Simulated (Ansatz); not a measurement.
# Electron scattering at the Σ5 (210) boundary in fcc Al, starting shift (0.33, 0), part 3 of 3

Aim: the relaxed structure and the specific resistance of the Σ5 (210) boundary in fcc Al, starting shift (0.33, 0).

Ansatz 0.2.0; Ansatz plane-wave DFT, PBE, PAW files; relaxation of a bicrystal slab with its lowest layers held; PAW set soft_1 (the session's first sound run).

So far. Step 3 (Transmission across the boundary): Over the solved energies the transmission per spin lies between 2.21 and 2.37, out of 3.55 channels of the lead on average (up to 3.65). The log calls the step of a lead's potential too much. Step 4 (Specific resistance): Averaged over the energies near the Fermi level, 64.3 % of the channels pass, which makes 0.370 fΩ m².

## 5. Single-crystal slab for reference

The free faces cost energy too. A single-crystal slab with the same faces and held layers is relaxed, so that they cancel.

This step: Ansatz plane-wave DFT, PBE, PAW files; relaxation of a single-crystal slab with its lowest layers held; PAW set soft_1 (Ansatz 0.2.0).

System of this step: Al slab, plane (2, 1, 0). The cell holds 22 atoms: 22 Al. Cell: a = 4.958 Å, b = 4.048 Å, c = 30.008 Å, α = 90.0°, β = 90.0°, γ = 65.9°. It derives from Al. Vacuum lies along c.

Input file input.yaml:

```yaml
crystal:
  lattice:
    - [4.957730497, 0.0, 0.0]
    - [1.6525768323, 3.6952741352, 0.0]
    - [0.0, 0.0, 30.0082257911]
  atoms:
    - { symbol: Al, position: [0.4, 0.3000000002, 0.1666209804] }
    - { symbol: Al, position: [1.0, 2.0e-10, 0.1967844967] }
    - { symbol: Al, position: [0.6, 0.7000000002, 0.226948013] }
    - { symbol: Al, position: [0.2, 0.4000000002, 0.2571115294] }
    - { symbol: Al, position: [0.8, 0.1000000002, 0.2872750457] }
    - { symbol: Al, position: [0.4, 0.8000000002, 0.3174385621] }
    - { symbol: Al, position: [1.0, 0.5000000002, 0.3476020784] }
    - { symbol: Al, position: [0.6, 0.2000000002, 0.3777655948] }
    - { symbol: Al, position: [0.2, 0.9000000001, 0.4079291111] }
    - { symbol: Al, position: [0.8, 0.6000000001, 0.4380926274] }
    - { symbol: Al, position: [0.4, 0.3000000001, 0.4682561438] }
    - { symbol: Al, position: [1.0, 1.0e-10, 0.4984196601] }
    - { symbol: Al, position: [0.6, 0.7000000001, 0.5285831765] }
    - { symbol: Al, position: [0.2, 0.4000000001, 0.5587466928] }
    - { symbol: Al, position: [0.8, 0.1000000001, 0.5889102092] }
    - { symbol: Al, position: [0.4, 0.8000000001, 0.6190737255] }
    - { symbol: Al, position: [1.0, 0.5000000001, 0.6492372419] }
    - { symbol: Al, position: [0.6, 0.2, 0.6794007582] }
    - { symbol: Al, position: [0.2, 0.9, 0.7095642745] }
    - { symbol: Al, position: [0.8, 0.6, 0.7397277909] }
    - { symbol: Al, position: [0.4, 0.3, 0.7698913072] }
    - { symbol: Al, position: [0.0, 0.0, 0.8000548236] }
kpoints:
  mp_grid: { grid: [6, 6, 1] }
hamiltonian:
  xc: pbe
  pseudopotentials: { kind: paw, azcp: { folder: soft_1 } }
scf:
  occupations: { method: fermi_dirac, width: 0.1 }
relax:
  f_tol: 0.03
  max_steps: 80
  constraints: [{ sites: [0, 1, 2, 3] }]
```

Started as:

```console
> ansatz run input.yaml --threads 4 --pin off --max-ram 15360MiB --backend cpu --events-out ev --progress --plain --runs-dir out
```

Numbers of over 12 decimals in the logs are rounded to 6 here.

What it wrote:

```text
Warning: crystal.symmetry: narrowed to the stabiliser of the relax constraints — unitary ops 4 → 2; lowered at sites 0, 1, 2, 3, 18, 19, 20, 21 (the operations that carried what is held of a site onto what its image site leaves free; the constrained walk keeps no symmetry that its constraints do not admit)
[...]
Crystal: 22 atoms, lattice volume = 549.756 Å³
Basis set: ecut = 420 eV, 10749 PW (Γ), exchange–correlation on 72×60×432 points (8 copies of the dense FFT grid, shifted against one another)
Bands: 55, of which v1, the nominal top of the filled ones, is band 33 counted from 1 (32 counted from 0)
Symmetry: 2 space group operations
k-points: 13 of 36 (time reversal used)
[...]
SCF iter   1: F=—  HF=-11825.240944 eV  |F-HF|=—  |Δ(HF+E_count)|=         —  Δρ=2.14e-2  dr2=4.25e1  ethr=3.10e-3  ⟨swp⟩=9.5  Hψ=4208  notcnv=0  defer=13
[...]
SCF iter   6: F=-11822.823018 eV  HF=-11822.823021 eV  |F-HF|=3.11e-6  |Δ(HF+E_count)|=   6.28e-6  Δρ=1.86e-5  dr2=6.71e-6  ethr=3.41e-8  ⟨swp⟩=3.6  Hψ=2888  notcnv=0
SCF 1 converged in 6 iterations: F = -11822.823018 eV  dr2 = 6.71e-6
[...]
relax step   1: F+E_penalty+E_count = -11822.82301755 eV  Δ(F+E_penalty+E_count) = +0.000e0 eV  max|allowed force component| = 3.116e-1 eV/Å  Δτ_max = 0.0000 Å  (6 SCF iters, dr2 threshold 2.25e-5 eV, accepted)
[...]
SCF iter   4: F=-11822.867185 eV  HF=-11822.867186 eV  |F-HF|=1.07e-6  |Δ(HF+E_count)|=   7.17e-6  Δρ=1.63e-5  dr2=3.21e-6  ethr=9.20e-9  ⟨swp⟩=5.5  Hψ=2565  notcnv=0
SCF 2 converged in 4 iterations: F = -11822.867185 eV  dr2 = 3.21e-6
relax step   2: F+E_penalty+E_count = -11822.86718507 eV  Δ(F+E_penalty+E_count) = -4.417e-2 eV  max|allowed force component| = 8.750e-2 eV/Å  Δτ_max = 0.1445 Å  (4 SCF iters, dr2 threshold 6.07e-6 eV, accepted)
SCF iter   1: F=—  HF=-11822.874584 eV  |F-HF|=—  |Δ(HF+E_count)|=         —  Δρ=1.06e-3  dr2=1.65e-2  ethr=3.94e-4  ⟨swp⟩=3.2  Hψ=1689  notcnv=0  defer=37
[...]
SCF iter   6: F=-11822.872346 eV  HF=-11822.872346 eV  |F-HF|=1.01e-9  |Δ(HF+E_count)|=   1.25e-9  Δρ=1.05e-6  dr2=1.32e-8  ethr=1.52e-10  ⟨swp⟩=5.0  Hψ=2167  notcnv=0
SCF 3 converged in 6 iterations: F = -11822.872346 eV  dr2 = 1.32e-8
relax step   3: F+E_penalty+E_count = -11822.87234627 eV  Δ(F+E_penalty+E_count) = -5.161e-3 eV  max|allowed force component| = 2.604e-2 eV/Å  Δτ_max = 0.0823 Å  (6 SCF iters, accepted)
SCF converged after 6 iterations
Free energy (F): -11822.872346 eV
[...]
Internal energy: -11822.563389 eV  (E = F + TS)
E sigma→0 (E₀):  -11822.717868 eV
Entropy (-TS):   -0.308957 eV (-14.044 meV/atom)
Fermi energy:    3.850780 eV
[...]
--- Forces (eV/Å), atoms counted from 1 ---
  atom   1  Al    -0.04165908     0.01863051     0.31549400
  atom   2  Al    -0.05217371     0.02333279    -0.25655452
  atom   3  Al     0.06137154    -0.02744619    -0.03201686
  atom   4  Al     0.01120781    -0.00501228    -0.03334320
  atom   5  Al    -0.00412326     0.00184398     0.00201928
  atom   6  Al    -0.00266528     0.00119195     0.00657733
  atom   7  Al    -0.00098600     0.00044095    -0.00370811
  atom   8  Al     0.00229682    -0.00102717    -0.00275897
  atom   9  Al     0.00005916    -0.00002646     0.00933171
  atom  10  Al     0.00479756    -0.00214554     0.01305465
  atom  11  Al     0.00165633    -0.00074073     0.00825863
  atom  12  Al    -0.00064203     0.00028712    -0.00861720
  atom  13  Al    -0.00088600     0.00039623    -0.01226484
  atom  14  Al     0.00263573    -0.00117873    -0.00786709
  atom  15  Al    -0.00127824     0.00057165     0.00205339
  atom  16  Al     0.00489640    -0.00218974    -0.00219335
  atom  17  Al     0.00670844    -0.00300011    -0.00905979
  atom  18  Al     0.00482612    -0.00215831     0.00122683
  atom  19  Al     0.00205708    -0.00091996    -0.00719663
  atom  20  Al    -0.00182946     0.00081816     0.00010646
  atom  21  Al     0.00496207    -0.00221910    -0.00855886
  atom  22  Al    -0.00123730     0.00055334     0.02603850
  max |Σ_I F_I| component: 2.14e-5 eV/Å
--- Relaxed structure (3 steps of the walk, 3 accepted, 0 SCFs on fresh bases) ---
  F+E_penalty+E_count = -11822.87234627 eV   max|allowed force component| = 2.604e-2 eV/Å
  atoms:
    - { symbol: Al, position: [0.400000, 0.300000, 0.166621] }
    - { symbol: Al, position: [1.0, 1.1363636470628054e-10, 0.196784] }
    - { symbol: Al, position: [0.6, 0.700000, 0.226948] }
    - { symbol: Al, position: [0.2, 0.400000, 0.257112] }
    - { symbol: Al, position: [0.810641, 0.094680, 0.287568] }
    - { symbol: Al, position: [0.412590, 0.793705, 0.317413] }
    - { symbol: Al, position: [1.012030, 0.493985, 0.347693] }
    - { symbol: Al, position: [0.611274, 0.194363, 0.377448] }
    - { symbol: Al, position: [0.209329, 0.895335, 0.407396] }
    - { symbol: Al, position: [0.808024, 0.595988, 0.437828] }
    - { symbol: Al, position: [0.405914, 0.297043, 0.467851] }
    - { symbol: Al, position: [1.006136, -0.00306813, 0.497224] }
    - { symbol: Al, position: [0.604538, 0.697731, 0.527106] }
    - { symbol: Al, position: [0.203180, 0.398410, 0.557692] }
    - { symbol: Al, position: [0.801873, 0.099064, 0.587782] }
    - { symbol: Al, position: [0.402873, 0.798563, 0.617298] }
    - { symbol: Al, position: [1.002851, 0.498575, 0.647562] }
    - { symbol: Al, position: [0.605100, 0.197450, 0.677890] }
    - { symbol: Al, position: [0.220355, 0.889823, 0.707351] }
    - { symbol: Al, position: [0.815382, 0.592309, 0.737663] }
    - { symbol: Al, position: [0.426179, 0.286911, 0.771892] }
    - { symbol: Al, position: [0.027474, -0.013737, 0.793792] }
```

Wall time 23 s (4 threads of Arm Neoverse V1, shared host); peak memory 1.1 GiB; 88 s of CPU time.

Relaxation path:

| step | energy less that of the first step (eV) | largest force component (eV/Å) |
| --- | --- | --- |
| 1 | 0.0000 | 0.3116 |
| 2 | -0.0442 | 0.0875 |
| 3 | -0.0493 | 0.0260 |

The atoms that moved most (Å):

| atom | dx | dy | dz | length |
| --- | --- | --- | --- | --- |
| Al22 | 0.114 | -0.051 | -0.188 | 0.225 |
| Al21 | 0.108 | -0.048 | 0.060 | 0.133 |
| Al19 | 0.084 | -0.038 | -0.066 | 0.114 |
| Al20 | 0.064 | -0.028 | -0.062 | 0.093 |
| Al6 | 0.052 | -0.023 | -0.001 | 0.057 |
| Al16 | 0.012 | -0.005 | -0.053 | 0.055 |
| Al7 | 0.050 | -0.022 | 0.003 | 0.055 |
| Al8 | 0.047 | -0.021 | -0.010 | 0.052 |

The relaxed structure:

```xyz
22
Lattice="4.9577 0.0000 0.0000 1.6526 3.6953 0.0000 0.0000 0.0000 30.0082" Properties=species:S:1:pos:R:3
Al    2.4789    1.1086    5.0000
Al    4.9577    0.0000    5.9052
Al    4.1314    2.5867    6.8103
Al    1.6526    1.4781    7.7155
Al    4.1754    0.3499    8.6294
Al    3.3572    2.9330    9.5250
Al    5.8337    1.8254   10.4337
Al    3.3517    0.7182   11.3266
Al    2.5174    3.3085   12.2252
Al    4.9909    2.2023   13.1384
Al    2.5033    1.0977   14.0394
Al    4.9831   -0.0113   14.9208
Al    4.1502    2.5783   15.8175
Al    1.6657    1.4722   16.7354
Al    4.1392    0.3661   17.6383
Al    3.3170    2.9509   18.5240
Al    5.7958    1.8424   19.4322
Al    3.3262    0.7296   20.3423
Al    2.5630    3.2881   21.2264
Al    5.0213    2.1887   22.1360
Al    2.5870    1.0602   23.1631
Al    0.1135   -0.0508   23.8203
```

Numbers from this step:

```yaml
free_energy: -11822.8723 eV
energy_at_zero_smearing: -11822.7179 eV
fermi_energy: 3.851 eV
```

The largest force component on a free atom ends at 0.026 eV/Å, under the tolerance of 0.03, after 3 steps.

## 6. Bulk reference

The perfect crystal gives the energy per atom, for the atoms by which bicrystal and slab differ.

This step: Ansatz plane-wave DFT, PBE, PAW files; bulk reference; PAW set soft_1 (Ansatz 0.2.0).

System of this step: Al. It takes space group Fm-3m (No. 225, cubic). The conventional cell has a = 4.048 Å, b = 4.048 Å, c = 4.048 Å, α = 90.00°, β = 90.00°, γ = 90.00°. Nearest to Al lie 12 Al at 2.86 Å.

input.yaml, the sections that differ from step 5:

```yaml
crystal:
  lattice:
    - [0.0, 2.023985, 2.023985]
    - [2.023985, 0.0, 2.023985]
    - [2.023985, 2.023985, 0.0]
  atoms:
    - { symbol: Al, position: [0.0, 0.0, 0.0] }
kpoints:
  mp_grid: { grid: [18, 18, 18] }
# hamiltonian, scf: as in step 5
# relax: removed
```

What it wrote:

```text
[...]
Crystal: 1 atoms, lattice volume = 16.583 Å³
Basis set: ecut = 420 eV, 331 PW (Γ)
Bands: 6, of which v1, the nominal top of the filled ones, is band 2 counted from 1 (1 counted from 0)
Symmetry: 48 space group operations
[...]
k-points: 195 of 5832
[...]
SCF iter   1: F=—  HF=-537.541617 eV  |F-HF|=—  |Δ(HF+E_count)|=         —  Δρ=2.25e-2  dr2=8.96e-2  ethr=3.10e-3  ⟨swp⟩=4.3  Hψ=9770  notcnv=0
[...]
SCF iter   5: F=-537.508360 eV  HF=-537.508360 eV  |F-HF|=7.58e-11  |Δ(HF+E_count)|=   4.82e-8  Δρ=1.70e-6  dr2=2.71e-10  ethr=2.71e-9  ⟨swp⟩=1.0  Hψ=2876  notcnv=0
SCF 1 converged in 5 iterations: F = -537.508360 eV  dr2 = 2.71e-10
[...]
SCF converged after 5 iterations
Free energy (F): -537.508360 eV
[...]
Internal energy: -537.493812 eV  (E = F + TS)
E sigma→0 (E₀):  -537.501086 eV
Entropy (-TS):   -0.014548 eV (-14.548 meV/atom)
Fermi energy:    7.869441 eV
[...]
```

Run time: 0.38 s. Hardware: 4 threads; peak memory 0.25 GiB.

This step gave:

```
free energy             : -537.5084 eV
energy at zero smearing : -537.5011 eV
Fermi energy            : 7.869 eV
```

## 7. Boundary energy

This step: Ansatz plane-wave DFT, PBE, PAW files; bicrystal less single-crystal slab less bulk atoms, a boundary area; PAW set soft_1 (Ansatz 0.2.0).

This step gave:

```yaml
excess_energy_of_the_cell: 0.5807 eV
boundary_energy: 0.5078 J/m²
```

The boundary costs 0.51 J/m².

By hand: 0.581 eV / 18.32 Å² × 16.02 = 0.508 J/m².

## 8. Outcome

```yaml
specific_resistance_of_the_boundary: 0.370 fΩ m²
share_of_channels_that_pass: 0.643
boundary_energy: 0.508 J/m²
```

**Reading.** The boundary has a specific resistance of 0.37 fΩ m² and an energy of 0.51 J/m². The boundary reflects 36 % of the channels; 0.37 fΩ m² is 3.7×10⁻¹² Ω·cm². That equals the resistance of 14 nm of bulk Al at 300 K (measured 2.733 µΩ cm, CRC Handbook of Chemistry and Physics, 84th ed., 2003, Electrical Resistivity of Pure Metals). In the relaxation the upper grain slid sideways by about 1.2 Å, so the result belongs to the position that it found, not to the starting one. One starting structure was relaxed; another shift or atom count at the boundary may lie lower. A lead's potential steps by up to 31 meV from period to period, which the log calls too much, so longer leads could move the result.

[Logs are printed without paths, hosts, clocks, repeated set-up lines and the standing remarks that a program may print on its own settings, such as how far it seeks lower states.]

[Hosts, paths, dates, database ids (printed as entryN), source tags and the programs' standing remarks are cut or masked in the printed files.]
